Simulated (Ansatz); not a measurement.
Rows from a G0W0 calculation on Si7H4C7 (hydrogen-terminated (110) film, 7 layers) (Ansatz 0.2.0; G0W0 on LDA, plane waves, PAW; PAW set soft_1; 6×4×1 mesh, 919 empty bands, screening to 75 eV, PAW set soft_1 files), in eV. Spin-orbit coupling is left out.

| row | k | band | start | Σx | Σc at the solution | Vxc |
| --- | --- | --- | --- | --- | --- | --- |
| A | Γ | c1 | -3.424 | -7.009 | -3.668 | -11.498 |
| B | (-0.500, 0.000, 0.000) | c2 | -3.243 | -7.478 | -3.650 | -11.948 |
| C | (-0.500, 0.000, 0.000) | v1 | -6.790 | -17.969 | 2.423 | -14.955 |
| D | Γ | c2 | -2.383 | -6.839 | -3.813 | -11.593 |
| E | Γ | v1 | -5.304 | -18.386 | 2.116 | -15.977 |
| F | (-0.500, 0.000, 0.000) | c1 | -3.537 | -7.085 | -3.665 | -11.578 |

Question: Work out each quasiparticle level and how far it moved.

The quasiparticle equation reads E = start + Σx + Σc(E) − Vxc.

| row | E (eV) | shift (eV) |
| --- | --- | --- |
| A | -2.603 | +0.821 |
| B | -2.422 | +0.821 |
| C | -7.381 | −0.591 |
| D | -1.441 | +0.941 |
| E | -5.597 | −0.293 |
| F | -2.709 | +0.828 |

The gap over the computed points goes from 1.77 eV to 2.89 eV.

Limits: not at the basis limit; coarse mesh for a sheet.

[Runs of the session that timed out or met a known fault of the program may be left out.]

[Cells called generated may have been cut or substituted from an entry of the Crystallography Open Database or the Materials Project.]

[Hosts, paths, dates, database ids (printed as entryN), source tags and the programs' standing remarks are cut or masked in the printed files.]
